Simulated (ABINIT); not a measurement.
# Ba2TaBiO6 (R-3): G0W0 in ABINIT against the wavefunction cutoff in GW

Aim: move the wavefunction cutoff in GW of a G0W0 run on Ba2TaBiO6 (R-3) over a wide range.

Program: ABINIT 10.8.3. Level of theory: LDA and many-body steps on it, plane waves. Results are calculated unless marked as measured.

This is a report of a sequence of runs, with most program output left out.

### 1. Set-up

The structure is trigonal, space group R-3 (No. 148). The conventional cell has a = 6.151 Å, b = 6.151 Å, c = 14.869 Å, α = 90.00°, β = 90.00°, γ = 120.00°. Ba has 12 O at 2.76 to 3.40 Å nearest. Nearest to Ta lie 6 O at 2.01 Å. Nearest to Bi lie 6 O at 2.36 Å. O has 1 Ta at 2.01 Å and 1 Bi at 2.36 Å and 4 Ba at 2.76 to 3.40 Å nearest. Farther neighbours and most contacts between anions are not listed.

Coordinates:

```cif
data_structure
_symmetry_space_group_name_H-M 'P 1'
_symmetry_Int_Tables_number 1
_cell_length_a 6.0973
_cell_length_b 6.0973
_cell_length_c 6.0973
_cell_angle_alpha 60.587
_cell_angle_beta 60.587
_cell_angle_gamma 60.587
_cell_volume 162.41
loop_
_atom_site_label
_atom_site_type_symbol
_atom_site_fract_x
_atom_site_fract_y
_atom_site_fract_z
_atom_site_occupancy
Ba1 Ba 0.74882 0.74882 0.74882 1
Ba2 Ba 0.25118 0.25118 0.25118 1
Ta3 Ta 0.50000 0.50000 0.50000 1
Bi4 Bi 0.00000 0.00000 0.00000 1
O5 O 0.72551 0.21886 0.32204 1
O6 O 0.21886 0.32204 0.72551 1
O7 O 0.32204 0.72551 0.21886 1
O8 O 0.27449 0.78114 0.67797 1
O9 O 0.67797 0.27449 0.78114 1
O10 O 0.78114 0.67797 0.27449 1
```

The cell and positions are those that the Materials Project relaxed with its own functionals (PBE, PBE+U or r2SCAN), kept fixed. Spin-orbit coupling is left out unless a step names it.

### 2. Screening, 2×2×2 mesh, 150 bands, screening to 130.6 eV

This step: ABINIT 10.8.3; RPA screening on LDA, plane waves, norm-conserving pseudopotentials.

The RPA dielectric matrix is built and inverted for each q.

The input, run.abi:

```
acell 3*1.0 Angstrom
rprim 
  3.075626834241 1.775713980676 4.956223105800
  -3.075626834241 1.775713980676 4.956223105800
  0.000000000000 -3.551427961352 4.956223105800
ntypat 4
znucl 56 73 83 8
natom 10
typat 1 1 2 3 4 4 4 4 4 4
xred 
  0.748816000000 0.748816000000 0.748816000000
  0.251184000000 0.251184000000 0.251184000000
  0.500000000000 0.500000000000 0.500000000000
  0.000000000000 0.000000000000 0.000000000000
  0.725510000000 0.218856000000 0.322035000000
  0.218856000000 0.322035000000 0.725510000000
  0.322035000000 0.725510000000 0.218856000000
  0.274490000000 0.781144000000 0.677965000000
  0.677965000000 0.274490000000 0.781144000000
  0.781144000000 0.677965000000 0.274490000000
pp_dirpath "pseudos"
pseudos "Ba.upf, Ta.upf, Bi.upf, O.upf"
ecut 36
ngkpt 2 2 2
nshiftk 1
shiftk 0 0 0
kptopt 1
chksymbreak 0
istwfk *1
occopt 1
irdwfk 1
optdriver 3
nband 150
ecuteps 4.8
inclvkb 2
awtr 1
symchi 1
ecutwfn 10.8
indata_prefix "in"
outdata_prefix "out"
tmpdata_prefix "tmp"
```

Launch:

```bash
$ OMP_NUM_THREADS=1 mpirun -n 8 abinit run.abi > log
```

Run time: 14 s. Hardware: 8 MPI ranks of AMD EPYC 9B14 (Zen 4), shared host; peak memory 1.7 GiB; 1.8 min of CPU time.

This step gave:

| Quantity | Value |
| --- | --- |
| ε∞ with local fields, on this mesh, along the program's q direction | 6.878 |
| the same without local fields | 7.507 |
| plasma frequency | 26.59 eV |
| plane waves in the screening matrix | 537 |

Local fields lower ε∞ by 8 %. On a Γ-centred mesh this coarse the value itself is usually too large, while a short band sum pulls it down.

### 3. 10.8 Ha

This step: G0W0 on LDA, plane waves, norm-conserving pseudopotentials.

run.abi, as its differences from that of step 2:

```diff
@@ -31,8 +31,19 @@
 irdwfk 1
-optdriver 3
+optdriver 4
 nband 150
+gwcalctyp 0
+ecutsigx 10.8
+symsigma 1
+nkptgw 3
+kptgw 
+  0.5000000000 0.5000000000 0.5000000000
+  0.5000000000 0.0000000000 0.0000000000
+  0.0000000000 0.0000000000 0.0000000000
+bdgw 
+  41 45
+  41 44
+  40 44
 ecuteps 4.8
-inclvkb 2
-awtr 1
-symchi 1
+irdscr 1
+ppmodel 1
 ecutwfn 10.8
```

The job ended after 20 s (8 MPI ranks; peak memory 1.5 GiB; 2.7 min of CPU time).

This step gave:

```
G0W0 gap on the points computed              : 3.529 eV
starting gap on the mesh                     : 2.566 eV
k of the valence top                         : 0.5, 0.5, 0.5
k of the conduction bottom                   : 0.5, 0, 0
Z at the valence top                         : 0.795
Z at the conduction bottom                   : 0.828
least direct G0W0 gap on the computed points : 3.566 eV
```

### 4. Screening, 2×2×2 mesh, 150 bands, screening to 130.6 eV

This step: RPA screening on LDA, plane waves, norm-conserving pseudopotentials.

run.abi, as its differences from that of step 3:

```diff
@@ -31,20 +31,9 @@
 irdwfk 1
-optdriver 4
+optdriver 3
 nband 150
-gwcalctyp 0
-ecutsigx 10.8
-symsigma 1
-nkptgw 3
-kptgw 
-  0.5000000000 0.5000000000 0.5000000000
-  0.5000000000 0.0000000000 0.0000000000
-  0.0000000000 0.0000000000 0.0000000000
-bdgw 
-  41 45
-  41 44
-  40 44
 ecuteps 4.8
-irdscr 1
-ppmodel 1
-ecutwfn 10.8
+inclvkb 2
+awtr 1
+symchi 1
+ecutwfn 18
 indata_prefix "in"
```

The job ended after 21 s (8 MPI ranks; peak memory 2.6 GiB).

Numbers from this step:

| Item | Value |
| --- | --- |
| ε∞ with local fields, on this mesh, along the program's q direction | 6.621 |
| the same without local fields | 7.229 |
| plasma frequency | 26.69 eV |
| plane waves in the screening matrix | 537 |

### 5. 18 Ha

The self-energy is evaluated for the states that the input lists, and the levels follow from it, in one-shot runs by the linearised quasiparticle equation.

This step: G0W0 on LDA, plane waves, norm-conserving pseudopotentials.

run.abi, as its differences from that of step 4:

```diff
@@ -31,8 +31,19 @@
 irdwfk 1
-optdriver 3
+optdriver 4
 nband 150
+gwcalctyp 0
+ecutsigx 18
+symsigma 1
+nkptgw 3
+kptgw 
+  0.5000000000 0.5000000000 0.5000000000
+  0.5000000000 0.0000000000 0.0000000000
+  0.0000000000 0.0000000000 0.0000000000
+bdgw 
+  41 45
+  41 44
+  40 44
 ecuteps 4.8
-inclvkb 2
-awtr 1
-symchi 1
+irdscr 1
+ppmodel 1
 ecutwfn 18
```

Elapsed: 21 s, on 8 MPI ranks; peak memory 1.8 GiB; 2.7 min of CPU time.

Numbers from this step:

* G0W0 gap on the points computed: 3.632 eV
* starting gap on the mesh: 2.566 eV
* k of the valence top: 0.5, 0.5, 0.5
* k of the conduction bottom: 0.5, 0, 0
* Z at the valence top: 0.787
* Z at the conduction bottom: 0.827
* least direct G0W0 gap on the computed points: 3.669 eV

The gap on the mesh goes from 2.57 eV to 3.63 eV, a correction of +1.07 eV.

### 6. Screening, 2×2×2 mesh, 150 bands, screening to 130.6 eV

This step: RPA screening on LDA, plane waves, norm-conserving pseudopotentials.

run.abi, as its differences from that of step 5:

```diff
@@ -31,20 +31,9 @@
 irdwfk 1
-optdriver 4
+optdriver 3
 nband 150
-gwcalctyp 0
-ecutsigx 18
-symsigma 1
-nkptgw 3
-kptgw 
-  0.5000000000 0.5000000000 0.5000000000
-  0.5000000000 0.0000000000 0.0000000000
-  0.0000000000 0.0000000000 0.0000000000
-bdgw 
-  41 45
-  41 44
-  40 44
 ecuteps 4.8
-irdscr 1
-ppmodel 1
-ecutwfn 18
+inclvkb 2
+awtr 1
+symchi 1
+ecutwfn 27
 indata_prefix "in"
```

Wall time 33 s (8 MPI ranks); peak memory 3.6 GiB; 4.4 min of CPU time.

Numbers from this step:

```
ε∞ with local fields, on this mesh, along the program's q direction : 6.559
the same without local fields                                       : 7.162
plasma frequency                                                    : 26.70 eV
plane waves in the screening matrix                                 : 537
```

### 7. 27 Ha

This step: G0W0 on LDA, plane waves, norm-conserving pseudopotentials.

run.abi, as its differences from that of step 6:

```diff
@@ -31,8 +31,19 @@
 irdwfk 1
-optdriver 3
+optdriver 4
 nband 150
+gwcalctyp 0
+ecutsigx 27
+symsigma 1
+nkptgw 3
+kptgw 
+  0.5000000000 0.5000000000 0.5000000000
+  0.5000000000 0.0000000000 0.0000000000
+  0.0000000000 0.0000000000 0.0000000000
+bdgw 
+  41 45
+  41 44
+  40 44
 ecuteps 4.8
-inclvkb 2
-awtr 1
-symchi 1
+irdscr 1
+ppmodel 1
 ecutwfn 27
```

It took 22 s on 8 MPI ranks; peak memory 2.1 GiB.

This step gave:

```yaml
g0w0_gap_on_the_points_computed: 3.674 eV
starting_gap_on_the_mesh: 2.566 eV
k_of_the_valence_top: 0.5, 0.5, 0.5
k_of_the_conduction_bottom: 0.5, 0, 0
least_direct_g0w0_gap_on_the_computed_points: 3.709 eV
```

Against the run before, the gap moves by +0.042 eV.

### 8. Screening, 2×2×2 mesh, 150 bands, screening to 130.6 eV

This step: RPA screening on LDA, plane waves, norm-conserving pseudopotentials.

run.abi, as its differences from that of step 7:

```diff
@@ -31,20 +31,8 @@
 irdwfk 1
-optdriver 4
+optdriver 3
 nband 150
-gwcalctyp 0
-ecutsigx 27
-symsigma 1
-nkptgw 3
-kptgw 
-  0.5000000000 0.5000000000 0.5000000000
-  0.5000000000 0.0000000000 0.0000000000
-  0.0000000000 0.0000000000 0.0000000000
-bdgw 
-  41 45
-  41 44
-  40 44
 ecuteps 4.8
-irdscr 1
-ppmodel 1
-ecutwfn 27
+inclvkb 2
+awtr 1
+symchi 1
 indata_prefix "in"
```

It took 43 s on 8 MPI ranks; peak memory 5.2 GiB.

This step gave:

- ε∞ with local fields, on this mesh, along the program's q direction: 6.554
- the same without local fields: 7.157
- plasma frequency: 26.70 eV
- plane waves in the screening matrix: 537

### 9. 36 Ha

This step: G0W0 on LDA, plane waves, norm-conserving pseudopotentials.

run.abi, as its differences from that of step 8:

```diff
@@ -31,8 +31,19 @@
 irdwfk 1
-optdriver 3
+optdriver 4
 nband 150
+gwcalctyp 0
+ecutsigx 36
+symsigma 1
+nkptgw 3
+kptgw 
+  0.5000000000 0.5000000000 0.5000000000
+  0.5000000000 0.0000000000 0.0000000000
+  0.0000000000 0.0000000000 0.0000000000
+bdgw 
+  41 45
+  41 44
+  40 44
 ecuteps 4.8
-inclvkb 2
-awtr 1
-symchi 1
+irdscr 1
+ppmodel 1
 indata_prefix "in"
```

The job ended after 23 s (8 MPI ranks; peak memory 2.6 GiB).

This step gave:

| Property | Result |
| --- | --- |
| G0W0 gap on the points computed | 3.683 eV |
| starting gap on the mesh | 2.566 eV |
| k of the valence top | 0.5, 0.5, 0.5 |
| k of the conduction bottom | 0.5, 0, 0 |
| least direct G0W0 gap on the computed points | 3.718 eV |

Against the run before, the gap moves by +0.009 eV.

### 10. Side by side

Times are wall times on 8 MPI ranks of AMD EPYC 9B14 (Zen 4), shared host, good to a factor of about two. A run's time includes the screening step that it read.

```csv
run,mesh,bands,screening cutoff (eV),DFT gap (eV),gap on the mesh (eV),direct (eV),ε∞ used,time
10.8 Ha,2×2×2,150,130.6,2.566,3.529,3.566,6.88,34 s
18 Ha,2×2×2,150,130.6,2.566,3.632,3.669,6.62,42 s
27 Ha,2×2×2,150,130.6,2.566,3.674,3.709,6.56,55 s
36 Ha,2×2×2,150,130.6,2.566,3.683,3.718,6.55,66 s
```

### 11. Results

* 10.8 Ha: 3.529 eV
* 18 Ha: 3.632 eV
* 27 Ha: 3.674 eV
* 36 Ha: 3.683 eV
* known limits: not at the basis limit; exchange with frozen shells missing; no spin-orbit coupling; coarse k mesh

What this shows: The setting moved: wavefunction cutoff in GW. From 10.8 Ha to 36 Ha the gap moves by +0.15 eV. It holds to 0.03 eV from 27 Ha on. Bands and screening cutoff are coupled, so a series along one setting does not show full convergence. The exchange cutoff follows the wavefunction cutoff here. Bands and cutoff are finite, so the gap is not at the basis limit. The miss can reach some tenths of an eV and take either sign; the mesh is an error of its own. In the G0W0 runs levels were corrected at 3 k points alone, so a gap called «on the mesh» is the least over those, and an edge elsewhere would be missed. The 2×2×2 mesh is coarse for this cell, which bears on the long-range parts of exchange and screening. Where an edge is built on 6p states of lead, bismuth or thallium, scalar-relativistic gaps usually stand too wide, by a few tenths to over one eV. The norm-conserving file of at least one element keeps a d shell over frozen s and p shells of the same row. Exchange with those shells is missing from the self-energy, an error of 0.3 to 0.9 eV in cases checked, whose sign depends on which edge lies on those atoms. The many-body steps are scalar-relativistic: spin-orbit coupling is not in them.

[Paths, hosts, dates, memory and timing lines, banners, echoed tables and standing remarks are left out of the program output.]

[Logs are printed without paths, hosts, clocks, repeated set-up lines and the standing remarks that a program may print on its own settings, such as how far it seeks lower states.]

[Runs of the session that timed out or met a known fault of the program may be left out.]

[Hosts, paths, dates, database ids (printed as entryN), source tags and the programs' standing remarks are cut or masked in the printed files.]

[G0W0 gaps are taken among the corrected bands and points alone; a level outside them can change the order at an edge.]

[Where Ansatz stands beside ABINIT at settings called matched, ABINIT's density can come from a denser mesh and the files from another edition; pairs whose starting gaps differed by over 0.03 eV were left out, so agreement reads better than it is.]
